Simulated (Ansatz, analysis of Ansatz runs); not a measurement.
# Migration in Li5AuO4 (C2/m): V_Li hop (2.7 Å), charge −1, part 2 of 5

How high is the barrier when Li changes place in Li5AuO4 (C2/m)? The case: V_Li hop (2.7 Å), charge −1, in a cell of 80 host atoms with 1 Li taken out.

Ansatz 0.2.0; plane-wave PAW DFT, PBEsol; nudged elastic band between two relaxed defect structures at fixed charge in a uniform background.

So far: Starting point; Relaxation of the start point, charge −1.

### Step 3. Relaxation of the end point, charge −1

Level of this step: plane-wave PAW DFT, PBEsol; relaxation of all atoms of a defect supercell at fixed charge in a uniform background (Ansatz).

The end point is relaxed in the same cell and settings, so that the two energies compare. Atoms more than 3.2 Å from the middle of the hop start where the first relaxation left them, the nearer ones on or close to their ideal places, with small random displacements.

The input, qm1.end/input.yaml:

```yaml
crystal:
  lattice:
    - [9.40268524, 0.0, -0.02548652]
    - [0.0, 9.40405317, 0.0]
    - [-2.07562506, 0.0, 9.16358709]
  atoms:
    - { symbol: Li, position: [-0.0002456, 0.79126628, 0.2493993] }
    - { symbol: Li, position: [0.25478779, 0.29122658, 0.25287331] }
[... 13 atom lines left out ...]
    - { symbol: O, position: [0.37210138, 0.85260183, 0.37490926] }
[... 3 atom lines left out ...]
    - { symbol: O, position: [0.37210138, 0.14739817, 0.37490926] }
[... 5 atom lines left out ...]
    - { symbol: Li, position: [0.25, 0.21745358, 0.5] }
[... 7 atom lines left out ...]
    - { symbol: O, position: [0.37789862, 0.35260183, 0.62509074] }
[... 12 atom lines left out ...]
    - { symbol: Li, position: [0.5, 0.2075647, 0.25] }
[... 7 atom lines left out ...]
    - { symbol: O, position: [0.62210138, 0.35260183, 0.37490926] }
[... 6 atom lines left out ...]
    - { symbol: Li, position: [0.7451425, 0.29113417, 0.74707694] }
[... 2 atom lines left out ...]
    - { symbol: Li, position: [0.75, 0.21745358, 0.5] }
    - { symbol: Li, position: [0.5, 0.2075647, 0.75] }
[... 1 atom line left out ...]
    - { symbol: Li, position: [0.5, 0.282672, 0.5] }
[... 3 atom lines left out ...]
    - { symbol: O, position: [0.62789862, 0.85260183, 0.62509074] }
[... 3 atom lines left out ...]
    - { symbol: O, position: [0.62789862, 0.14739817, 0.62509074] }
[... 2 atom lines left out ...]
    - { symbol: O, position: [0.87159506, 0.14601174, 0.87582087] }
total_charge: -1
basis:
  ecutwfc: 420
  xc_grid: 2
hamiltonian:
  xc: pbesol
kpoints:
  mp_grid: { grid: [1, 1, 1], shift: [0.25, 0.25, 0.25] }
scf:
  occupations: { method: fixed }
  max_iter: 100
output:
  forces: true
relax:
  f_tol: 0.02
  max_steps: 70
  random_displacement: { amplitude: 0.01, seed: 7000 }
```

Run with:

```
$ ansatz run input.yaml --threads 4 --pin off --max-ram 14131MiB --backend cpu --events-out ev --progress --plain --runs-dir out
```

Numbers of over 12 decimals in the logs are rounded to 6 here.

Log:

```text
[...]
Crystal: 79 atoms, lattice volume = 809.778 Å³
Basis set: ecut = 420 eV, 15817 PW (Γ), exchange–correlation on 128×128×128 points (8 copies of the dense FFT grid, shifted against one another)
Bands: 310, of which v1, the nominal top of the filled ones, is band 231 counted from 1 (230 counted from 0)
Symmetry: 1 space group operations
k-points: 1
[...]
SCF iter   1: F=—  HF=-129954.784889 eV  |F-HF|=—  |Δ(HF+E_count)|=         —  Δρ=1.69e-2  dr2=1.87e0  ethr=1.77e-3  ⟨swp⟩=5.0  Hψ=919  notcnv=0  defer=74
[...]
SCF iter   9: F=-129954.231763 eV  HF=-129954.231763 eV  |F-HF|=4.30e-7  |Δ(HF+E_count)|=   1.68e-7  Δρ=7.92e-6  dr2=5.78e-7  ethr=2.16e-9  ⟨swp⟩=4.0  Hψ=700  notcnv=0
SCF 1 converged in 9 iterations: F = -129954.231763 eV  dr2 = 5.78e-7
[...]
F+E_penalty+E_count = -129954.86897218 eV   max|allowed force component| = 8.376e-3 eV/Å
  atoms:
    - { symbol: Li, position: [5.7684978304405055e-5, 0.792460, 0.249396] }
    - { symbol: Li, position: [0.247261, 0.295235, 0.247291] }
[...]
- { symbol: O, position: [0.360873, 0.845464, 0.364616] }
[...]
- { symbol: O, position: [0.360877, 0.154831, 0.364699] }
[...]
- { symbol: Li, position: [0.250168, 0.215039, 0.497850] }
[...]
- { symbol: O, position: [0.379273, 0.351423, 0.624411] }
[...]
- { symbol: Li, position: [0.496638, 0.205325, 0.250526] }
    [... 7 atoms left out ...]
    - { symbol: O, position: [0.620715, 0.351344, 0.375650] }
    [... 9 atoms left out ...]
    - { symbol: Li, position: [0.749799, 0.214973, 0.502194] }
    - { symbol: Li, position: [0.503407, 0.205379, 0.749615] }
    [... 1 atom left out ...]
    - { symbol: Li, position: [0.500061, 0.258600, 0.500091] }
    [... 7 atoms left out ...]
    - { symbol: O, position: [0.639232, 0.154869, 0.635521] }
    [... 3 atoms left out ...]
[key lines of the parts left out:]
SCF converged after 3 iterations
Free energy (F): -129954.868972 eV
Fermi energy:    5.655638 eV
```

Run time: 50 s. Hardware: 4 threads of Arm Neoverse V1, shared host; peak memory 1.4 GiB; 3.2 min of CPU time.

Step by step:

```
step  energy less that of the first step (eV)  largest force component (eV/Å)
   1                                   0.0000                          1.1681
   2                                  -0.4785                          0.4654
   3                                  -0.6334                          0.0847
   4                                  -0.6372                          0.0084
   5                                  -0.6372                          0.0084
```

The atoms that moved most (Å, from the sites as typed, ahead of the random displacement):

```
atom      dx      dy      dz  length
Li68   0.000  -0.226   0.000   0.226
Li64   0.000   0.205   0.000   0.205
 O76   0.085   0.070   0.095   0.145
 O20  -0.085   0.070  -0.094   0.144
 O16  -0.085  -0.067  -0.095   0.144
 O72   0.084  -0.067   0.094   0.143
Li42  -0.075   0.003   0.048   0.089
Li62   0.060   0.039   0.052   0.088
```

Neighbours of Li68 at the end:

```
atom  distance (Å)
 O76         1.881
 O20         1.881
 O55         2.002
 O34         2.002
Li65         2.380
Li26         2.381
Li66         2.391
Li47         2.391
```

This step gave:

```
free energy                                                                                       : -129954.8690 eV
r.m.s. move of the farther half of the atoms                                                      : 0.01925 Å
largest move from the ideal geometry of this structure, a common shift of the far atoms taken out : 0.2280 Å
```

The relaxation gained 0.637 eV and ended with a largest force component of 0.0084 eV/Å. The end lies 0.570 eV above the start.

(Part 2 of 5 ends here.)

[Logs are printed without paths, hosts, clocks, repeated set-up lines and the standing remarks that a program may print on its own settings, such as how far it seeks lower states.]

[Hosts, paths, dates, database ids (printed as entryN), source tags and the programs' standing remarks are cut or masked in the printed files.]
